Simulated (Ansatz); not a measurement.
**Hf (Hafnium, P6_3/mmc): a volume series of phonon spectra**

Which modes of Hf (Hafnium) drive its thermal expansion?

Main program and level: Ansatz 0.2.0; DFT PBEsol, scalar-relativistic, plane waves, PAW; PAW set soft_1.

## Step 1: The structure

It takes space group P6_3/mmc (No. 194, hexagonal). Conventional cell: a = 3.197 Å, b = 3.197 Å, c = 5.058 Å, α = 90.00°, β = 90.00°, γ = 120.00°. Hf has 12 Hf at 3.13 to 3.20 Å nearest.

## Step 2: Probe on a coarse mesh

A cheap single point shows whether the cell is a metal or an insulator and how far it is from rest; that sets the k-mesh and the occupations of what follows.

input.yaml reads:

```yaml
crystal:
  lattice:
    - [3.1967, 0.0, 0.0]
    - [-1.59835, 2.7684234083, 0.0]
    - [0.0, 0.0, 5.0578]
  atoms:
    - { symbol: Hf, position: [0.3333333333, 0.6666666667, 0.25] }
    - { symbol: Hf, position: [0.6666666667, 0.3333333333, 0.75] }
kpoints:
  mp_grid: { grid: [6, 6, 4] }
hamiltonian:
  xc: pbesol
  pseudopotentials: { kind: paw, azcp: { folder: soft_1 }, xc_functional: pbe }
scf:
  occupations: { method: gaussian, width: 0.1 }
  lower_state_search: "off"
output:
  forces: true
  stress: true
  eigenvalues: true
```

On the command line:

```
$ ansatz run input.yaml --threads 18 --pin off --max-ram 92160MiB --backend cuda --events-out ev --progress --plain --runs-dir out --max-vram 78GiB
```

Numbers of over 12 decimals in the logs are rounded to 6 here.

What it wrote:

```text
Engine: ansatz 0.2.0, aarch64-unknown-linux-gnu
Pseudopotentials: kind: paw
Pseudopotential: Hf, paw, valence charge 26, recommended cutoff 420 eV (normal), soft_1/Hf.paw.azcp
Functional definition: PBEsol
  exchange = pbesol_x
  correlation = pbesol_c
device memory: the entry about to start is reckoned to put 1.0 GiB on a device that reports 166.4 GiB free (of which the cap on the GPU budget leaves the run 78.0 GiB)
GPU FFT provider: cuFFT
GPU libraries: cuBLAS 13.8.1, cuFFT 12.4.0, cuSOLVER 12.3.2
GPU matrix products: emulated (plane waves: as basis.precision tells), large ones in fixed point in workspaces of 1.00 GiB
Crystal: 2 atoms, lattice volume = 44.761 Å³
Basis set: ecut = 420 eV, 881 PW (Γ), exchange–correlation on 48×48×72 points (8 copies of the dense FFT grid, shifted against one another)
Bands: 32, of which v1, the nominal top of the filled ones, is band 26 counted from 1 (25 counted from 0)
Symmetry: 24 space group operations
Space group: P63/mmc (ITA 194), of the structure as read, at distance tolerance 3.6e-5 Å
k-points: 21 of 144
Non-local potential: Hf, projectors of the file, l = 0: 3, l = 1: 2, l = 2: 2, l = 3: 3
PAW form: soft (Blöchl's): semilocal exchange-correlation on the pseudo side does not see the compensation charge
PAW frozen core: Hf, regenerated for the run's functional, and the local potential with it (the file was generated under x = pbe(κ = 0.804, μ = 0.219515), c = pbe(β = 0.066725))
PAW one-centre angular grid: Hf, 590 points (default); XC on 64 Gauss nodes
Initial density: superposition of atomic densities (chi_scale 0.1, normalization cell)
Initial wavefunctions: pseudopotential atomic-orbital guess
GPU buffer pool allocated for 20736 grid points (all kernels)
GPU transforms: local potential and band sums: pruned to the plane-wave sphere, on 24×24×36
Functional: x = pbesol(κ = 0.804, μ = 0.123457), c = pbesol(β = 0.046)
SCF iter   1: F=—  HF=-31197.822567 eV  |F-HF|=—  |Δ(HF+E_count)|=         —  Δρ=3.59e-2  dr2=7.09e-1  ethr=3.10e-3  ⟨swp⟩=4.8  Hψ=2374  notcnv=0
preconditioner: auto → Kerker (q_TF=auto, 2.797 Å⁻¹)  [metal: Δε(μ)=0.015 eV  Ē_g=16.884 eV  σ=0.100 eV  W_gap=0.08  n_scr=22 (ndim 8)  ℏωp=38.5 eV  f_vac=0.000  D(μ)=3.40/eV (n_scr^D=34)]
SCF iter   2: F=—  HF=-31197.669779 eV  |F-HF|=—  |Δ(HF+E_count)|=   1.53e-1  Δρ=2.31e-2  dr2=2.91e-1  ethr=1.36e-3  ⟨swp⟩=2.8  Hψ=1479  notcnv=0
SCF iter   3: F=—  HF=-31197.634037 eV  |F-HF|=—  |Δ(HF+E_count)|=   3.57e-2  Δρ=9.72e-3  dr2=4.98e-2  ethr=5.59e-4  ⟨swp⟩=3.0  Hψ=1406  notcnv=0
SCF iter   4: F=—  HF=-31197.562757 eV  |F-HF|=—  |Δ(HF+E_count)|=   7.13e-2  Δρ=3.00e-3  dr2=1.89e-3  ethr=9.59e-5  ⟨swp⟩=3.0  Hψ=1607  notcnv=0
SCF iter   5: F=—  HF=-31197.565584 eV  |F-HF|=—  |Δ(HF+E_count)|=   2.83e-3  Δρ=2.10e-3  dr2=2.02e-3  ethr=3.64e-6  ⟨swp⟩=3.1  Hψ=1769  notcnv=0
SCF iter   6: F=—  HF=-31197.563896 eV  |F-HF|=—  |Δ(HF+E_count)|=   1.69e-3  Δρ=2.22e-4  dr2=1.74e-5  ethr=3.64e-6  ⟨swp⟩=3.7  Hψ=1308  notcnv=0
SCF iter   7: F=—  HF=-31197.564030 eV  |F-HF|=—  |Δ(HF+E_count)|=   1.34e-4  Δρ=5.09e-5  dr2=9.49e-7  ethr=3.35e-8  ⟨swp⟩=2.9  Hψ=1406  notcnv=0
SCF iter   8: F=-31197.564029 eV  HF=-31197.564029 eV  |F-HF|=2.88e-8  |Δ(HF+E_count)|=   3.61e-7  Δρ=1.01e-5  dr2=3.60e-8  ethr=1.92e-10  ⟨swp⟩=12.1  Hψ=5498  notcnv=0
SCF 1 converged in 8 iterations: F = -31197.564029 eV  dr2 = 3.60e-8
  greatest PAW one-centre occupation: 0.998 electrons in one spin orbital (limit 2), on the Hf atom at site 1 (counted from 0), in its partial waves of l = 0
SCF converged after 8 iterations
Free energy (F): -31197.564029 eV
Harris-Foulkes:  -31197.564029 eV  (|F-HF|=2.88e-8)
Internal energy: -31197.546045 eV  (E = F + TS)
E sigma→0 (E₀):  -31197.555037 eV
Entropy (-TS):   -0.017984 eV (-8.992 meV/atom)
Fermi energy:    18.044351 eV
--- Per-component energies (eV) ---
  E_band       = -25.968154
  E_kinetic    = 817.960744
  E_local      = -12642.845833  (includes V_loc(G=0)·N_el)
  E_nonlocal   = 129.299038
  E_hartree    = 6149.717254
  E_xc         = -528.800547
  E_vxc        = -508.608299  (∫ρ·V_xc dr)
  E_paw        = -15150.658776  (= ΣΔE_a)
  E_vpaw       = -121.198894  (= ΣTr[D̂ρ^β])
  E_aug_tail   = 0.000191  (compensation charges beyond the density's cutoff)
  E_ewald      = -9974.720229
  E_core_change = 2.502112  (= ΣΔE_core)
  E_smearing   = -0.017984  (= −TS)
  E_closure    = 0.000000  (closes the sum)
  Σ components = -31197.564029   (vs F -31197.564029, Δ=0.00e0)
--- Forces (eV/Å), atoms counted from 1 ---
  atom   1  Hf    -0.00000000    -0.00000000    -0.00000000
  atom   2  Hf     0.00000000     0.00000000     0.00000000
  max |Σ_I F_I| component: 3.70e-17 eV/Å
--- Stress (GPa, compression-positive) ---
       -3.835448      -0.000000      -0.000000
        0.000000      -3.835448      -0.000000
       -0.000000      -0.000000      -3.114239
  P = ⅓ Tr σ = -3.5950 GPa (-35.950 kbar)
--- Band table (eV; the first three rows and the last of 21) ---
  k-point 0: bands = [... 22 lower, 10.6036, 14.2673, 18.6565, 19.1443, 19.1443, 19.4292, 19.9640, 19.9640, ... 2 higher]
  k-point 1: bands = [... 22 lower, 11.1648, 13.9080, 18.0892, 18.9428, 18.9428, 18.9691, 19.5656, 19.5656, ... 2 higher]
  k-point 2: bands = [... 22 lower, 12.5813, 12.5813, 18.1401, 18.1401, 19.0314, 19.0314, 19.0314, 19.0314, ... 2 higher]
  k-point 20: bands = [... 22 lower, 16.2204, 16.2204, 16.5322, 16.5322, 17.8023, 17.8023, 20.4932, 20.4932, ... 2 higher]
```

The job ended after 1.1 s (1 × NVIDIA GB200 with 18 threads of Arm Neoverse V2, shared host; peak memory 1.1 GiB).

This step gave:

* pressure: -3.595 GPa
* volume per atom: 22.38 Å³/atom
* gap on the k-mesh: 0 eV

The start is under -3.6 GPa at this level and looks like a metal on this mesh.

## Step 3: Finding the static equilibrium

The vibrations must be taken about the equilibrium of this functional, not about the starting cell, so the structure is relaxed.

Edit input.yaml of step 2 so:

```diff
@@ -9,3 +9,3 @@
 kpoints:
-  mp_grid: { grid: [6, 6, 4] }
+  mp_grid: { grid: [15, 15, 8] }
 hamiltonian:
@@ -20 +20,6 @@
   eigenvalues: true
+relax:
+  adjacent_minimum: "off"
+  f_tol: 0.005
+  max_steps: 80
+  cell: { stress_tol: 0.05 }
```

What it wrote:

```text
[...]
Crystal: 2 atoms, lattice volume = 44.761 Å³
Basis set: ecut = 420 eV, 881 PW (Γ), exchange–correlation on 48×48×72 points (8 copies of the dense FFT grid, shifted against one another)
Bands: 32, of which v1, the nominal top of the filled ones, is band 26 counted from 1 (25 counted from 0)
Symmetry: 24 space group operations
[...]
k-points: 135 of 1800
[...]
SCF iter   1: F=—  HF=-31197.848669 eV  |F-HF|=—  |Δ(HF+E_count)|=         —  Δρ=3.58e-2  dr2=7.03e-1  ethr=3.10e-3  ⟨swp⟩=5.2  Hψ=15239  notcnv=0  defer=1
[...]
SCF iter   2: F=—  HF=-31197.695582 eV  |F-HF|=—  |Δ(HF+E_count)|=   1.53e-1  Δρ=2.28e-2  dr2=2.82e-1  ethr=1.35e-3  ⟨swp⟩=2.9  Hψ=8874  notcnv=0  defer=54
[...]
SCF iter   8: F=-31197.590503 eV  HF=-31197.590503 eV  |F-HF|=5.13e-9  |Δ(HF+E_count)|=   6.08e-8  Δρ=6.33e-6  dr2=1.78e-8  ethr=1.92e-10  ⟨swp⟩=10.3  Hψ=28331  notcnv=0
SCF 1 converged in 8 iterations: F = -31197.590503 eV  dr2 = 1.78e-8
  Residual-converged pass: ⟨swp⟩=1.1  Hψ=4878  notcnv=0  max |occ|·‖R‖ = 4.7e-6 eV (tolerance 6.7e-6 eV)  dr2=1.78e-8  dr2_onsite=2.89e-10  max |Δocc| = 2.7e-6
[...]
relax step   1: F+E_penalty+E_count = -31197.59050347 eV  Δ(F+E_penalty+E_count) = +0.000e0 eV  max|allowed force component| = 2.591e-16 eV/Å  Δτ_max = 0.0000 Å  P = -3.766 GPa  Ω = 44.761 Å³  (8 SCF iters, dr2 threshold 1.00e-7 eV, accepted)
[...]
Crystal: 2 atoms, lattice volume = 41.088 Å³
Basis set: ecut = 420 eV, 809 PW (Γ), exchange–correlation on 48×48×72 points (8 copies of the dense FFT grid, shifted against one another)
[...]
iter 1 solved again at ethr=2.31e-6 eV; its pass at ethr=3.10e-3 eV (dr2=1.20e-3 eV) is discarded
[...]
SCF iter   2: F=—  HF=-31197.570221 eV  |F-HF|=—  |Δ(HF+E_count)|=   4.29e-4  Δρ=1.20e-3  dr2=3.20e-4  ethr=2.31e-6  ⟨swp⟩=2.1  Hψ=7333  notcnv=0
[...]
SCF iter   7: F=-31197.570259 eV  HF=-31197.570259 eV  |F-HF|=8.15e-10  |Δ(HF+E_count)|=   1.01e-7  Δρ=2.83e-6  dr2=3.02e-9  ethr=1.87e-10  ⟨swp⟩=5.8  Hψ=21291  notcnv=0
SCF 2 converged in 7 iterations: F = -31197.570259 eV  dr2 = 3.02e-9
relax step   2: F+E_penalty+E_count = -31197.57025911 eV  Δ(F+E_penalty+E_count) = +2.024e-2 eV  max|allowed force component| = 4.441e-16 eV/Å  Δτ_max = 0.0000 Å  P = +6.268 GPa  Ω = 41.088 Å³  energy of the carried Pulay correction = +1.210e-3 eV  (7 SCF iters, dr2 threshold 2.00e-7 eV, rejected (line search))
[...]
Crystal: 2 atoms, lattice volume = 43.308 Å³
[...]
SCF iter   9: F=-31197.609533 eV  HF=-31197.609533 eV  |F-HF|=7.28e-12  |Δ(HF+E_count)|=  3.64e-12  Δρ=9.79e-8  dr2=1.54e-12  ethr=1.00e-12  ⟨swp⟩=9.2  Hψ=29517  notcnv=0
SCF 3 converged in 9 iterations: F = -31197.609533 eV  dr2 = 1.54e-12
relax step   3: F+E_penalty+E_count = -31197.60953322 eV  Δ(F+E_penalty+E_count) = -1.903e-2 eV  max|allowed force component| = 8.327e-17 eV/Å  Δτ_max = 0.0000 Å  P = -0.241 GPa  Ω = 43.308 Å³  energy of the carried Pulay correction = +4.632e-4 eV  (9 SCF iters, accepted)
[...]
relax step   4: F+E_penalty+E_count = -31197.60963632 eV  Δ(F+E_penalty+E_count) = -1.031e-4 eV  max|allowed force component| = 1.573e-16 eV/Å  Δτ_max = 0.0000 Å  P = +0.011 GPa  Ω = 43.212 Å³  energy of the carried Pulay correction = +4.944e-4 eV  (3 SCF iters, dr2 threshold 2.00e-7 eV, accepted)
[...]
SCF iter   1: F=—  HF=-31197.609172 eV  |F-HF|=—  |Δ(HF+E_count)|=         —  Δρ=4.31e-5  dr2=1.68e-7  ethr=5.21e-9  ⟨swp⟩=5.0  Hψ=33291  notcnv=0
[...]
SCF iter   2: F=—  HF=-31197.609171 eV  |F-HF|=—  |Δ(HF+E_count)|=   1.54e-6  Δρ=3.62e-5  dr2=2.67e-7  ethr=3.23e-10  ⟨swp⟩=3.3  Hψ=10066  notcnv=0
[...]
SCF iter   7: F=-31197.609171 eV  HF=-31197.609171 eV  |F-HF|=3.64e-12  |Δ(HF+E_count)|=  3.64e-12  Δρ=2.66e-8  dr2=3.85e-13  ethr=1.00e-12  ⟨swp⟩=6.7  Hψ=23072  notcnv=0
SCF 5 converged in 7 iterations: F = -31197.609171 eV  dr2 = 3.85e-13
relax step   5: F+E_penalty+E_count = -31197.60917074 eV  Δ(F+E_penalty+E_count) = +4.656e-4 eV  max|allowed force component| = 1.006e-16 eV/Å  Δτ_max = 0.0000 Å  P = +0.004 GPa  Ω = 43.212 Å³  stress off target by 1.26e-2 GPa  SCF on the basis re-selected at this cell (its energy is not comparable with the rows above)  (7 SCF iters)
basis re-selected at this cell: Δ(F+E_penalty+E_count) = +4.656e-4 eV, ΔP = -0.007 GPa vs the last step (what re-selecting the basis moved, of the pressure what is left beyond the Pulay correction that the steps carried, after the strain that the cell walked since its last selection, with what the two solves' SCF thresholds leave and, on support functions, any second-order correction that the steps lacked; it is no m [...]
SCF converged after 7 iterations
Free energy (F): -31197.609171 eV
[...]
Internal energy: -31197.601750 eV  (E = F + TS)
E sigma→0 (E₀):  -31197.605460 eV
Entropy (-TS):   -0.007421 eV (-3.710 meV/atom)
Fermi energy:    18.713181 eV
[...]
--- Stress (GPa, compression-positive) ---
        0.011949       0.000000       0.000000
       -0.000000       0.011949      -0.000000
        0.000000      -0.000000      -0.012612
  P = ⅓ Tr σ = 0.0038 GPa (0.038 kbar)
--- Band table (eV; the first three rows and the last of 135) ---
  k-point 0: bands = [... 22 lower, 11.2017, 14.8783, 19.5060, 19.8690, 19.8690, 20.1711, 20.7312, 20.7312, ... 2 higher]
  k-point 1: bands = [... 22 lower, 11.3523, 14.8130, 19.2803, 19.7815, 19.7815, 20.0407, 20.6052, 20.6052, ... 2 higher]
  k-point 2: bands = [... 22 lower, 11.7869, 14.5551, 18.8670, 19.6564, 19.6564, 19.6925, 20.3107, 20.3107, ... 2 higher]
  k-point 134: bands = [... 22 lower, 16.8657, 16.8657, 17.1973, 17.1973, 18.5575, 18.5575, 21.2774, 21.2774, ... 2 higher]
--- Relaxed structure (4 steps of the walk, 3 accepted, 1 SCFs on fresh bases) ---
  F+E_penalty+E_count = -31197.60917074 eV   max|allowed force component| = 1.006e-16 eV/Å   (the final SCF, on the basis selected at the relaxed cell)
  cell:  # Å, volume = 43.2121 Å³
    - [3.160221, 0.0, 0]
    - [-1.580111, 2.736832, -1.2084351267768765e-18]
    - [0, -2.2077631499257856e-18, 4.996202]
  atoms:
    - { symbol: Hf, position: [0.333333, 0.666667, 0.250000] }
    - { symbol: Hf, position: [0.666667, 0.333333, 0.75] }
```

It took 7.7 s on 1 × NVIDIA GB200 with 18 threads; peak memory 1.1 GiB; 31 s of CPU time.

The steps of the relaxation:

| step | energy less that of the first step (eV) | largest force component (eV/Å) | pressure (GPa) | volume (Å³) |
| --- | --- | --- | --- | --- |
| 1 | 0.0000 | 0.0000 | -3.77 | 44.76 |
| 2 | 0.0202 | 0.0000 | 6.27 | 41.09 |
| 3 | -0.0190 | 0.0000 | -0.24 | 43.31 |
| 4 | -0.0191 | 0.0000 | 0.01 | 43.21 |
| 5* | -0.0187 | 0.0000 | 0.00 | 43.21 |

Relaxation steps marked * repeat the geometry before them on a plane-wave basis chosen anew for their cell, so energy and pressure can jump there. Relaxation step 2 was tried and not accepted.

Forces are held to the 24 operations that the run works with; a distortion that breaks them can't arise in this run.

| conventional cell, symmetrised | before | after | change |
| --- | --- | --- | --- |
| a (Å) | 3.197 | 3.160 | -1.1 % |
| b (Å) | 3.197 | 3.160 | -1.1 % |
| c (Å) | 5.058 | 4.996 | -1.2 % |
| volume (Å³/atom) | 22.38 | 21.61 | -3.5 % |

Final coordinates:

```xyz
2
Lattice="3.1602 0.0000 0.0000 -1.5801 2.7368 0.0000 0.0000 0.0000 4.9962" Properties=species:S:1:pos:R:3 pbc="T T T"
Hf    0.0000    1.8246    1.2491
Hf    1.5801    0.9123    3.7472
```

Numbers from this step:

```
pressure        : 0.003762 GPa
volume per atom : 21.61 Å³/atom
```

The relaxation ends with a pressure of 0.00 GPa.

## Step 4: Tight relaxation

The relaxation is repeated with tighter thresholds on force and stress, since phonons are sensitive to what is left; a change of mesh or smearing in the input moves the cell too.

input.yaml, the sections that differ from step 3:

```yaml
crystal:
  lattice:
    - [3.160221369, 0.0, 0.0]
    - [-1.5801106845, 2.7368319871, 0.0]
    - [0.0, 0.0, 4.9962017006]
  atoms:
    - { symbol: Hf, position: [0.3333333333, 0.6666666667, 0.25] }
    - { symbol: Hf, position: [0.6666666667, 0.3333333333, 0.75] }
scf:
  occupations: { method: methfessel_paxton, width: 0.2 }
  lower_state_search: "off"
relax:
  adjacent_minimum: "off"
  f_tol: 0.001
  max_steps: 60
  cell: { stress_tol: 0.01 }
# kpoints, hamiltonian, output: as in step 3
```

What it wrote:

```text
[...]
Crystal: 2 atoms, lattice volume = 43.212 Å³
Basis set: ecut = 420 eV, 845 PW (Γ), exchange–correlation on 48×48×72 points (8 copies of the dense FFT grid, shifted against one another)
Bands: 32, of which v1, the nominal top of the filled ones, is band 26 counted from 1 (25 counted from 0)
Symmetry: 24 space group operations
[...]
k-point 134: bands = [... 22 lower, 16.8660, 16.8660, 17.1975, 17.1975, 18.5587, 18.5587, 21.2786, 21.2786, ... 2 higher]
--- Relaxed structure (3 steps of the walk, 3 accepted, 1 SCFs on fresh bases) ---
[...]
cell:  # Å, volume = 43.2105 Å³
    - [3.160422, 0.0, 0.0]
    - [-1.580211, 2.737006, 0.0]
    - [0.0, 0.0, 4.995380]
  atoms:
    - { symbol: Hf, position: [0.333333, 0.666667, 0.25] }
    - { symbol: Hf, position: [0.666667, 0.333333, 0.75] }
[key lines of the parts left out:]
SCF converged after 5 iterations
Free energy (F): -31197.604493 eV
Fermi energy:    18.722717 eV
P = ⅓ Tr σ = -0.0014 GPa (-0.014 kbar)
```

The job ended after 5.7 s (1 × NVIDIA GB200 with 18 threads; peak memory 1 GiB).

Little changed from the start: no atom moved by 0.005 Å and no cell edge by 0.1 %.

Numbers from this step:

```
pressure : -0.001361 GPa
```

The residual pressure is -0.0014 GPa, small enough for phonons.

[end of part 1 of 4]

[Logs are printed without paths, hosts, clocks, repeated set-up lines and the standing remarks that a program may print on its own settings, such as how far it seeks lower states.]

[Hosts, paths, dates, database ids (printed as entryN), source tags and the programs' standing remarks are cut or masked in the printed files.]

[A step with changed settings may run another functional than the one named; its input shows which.]


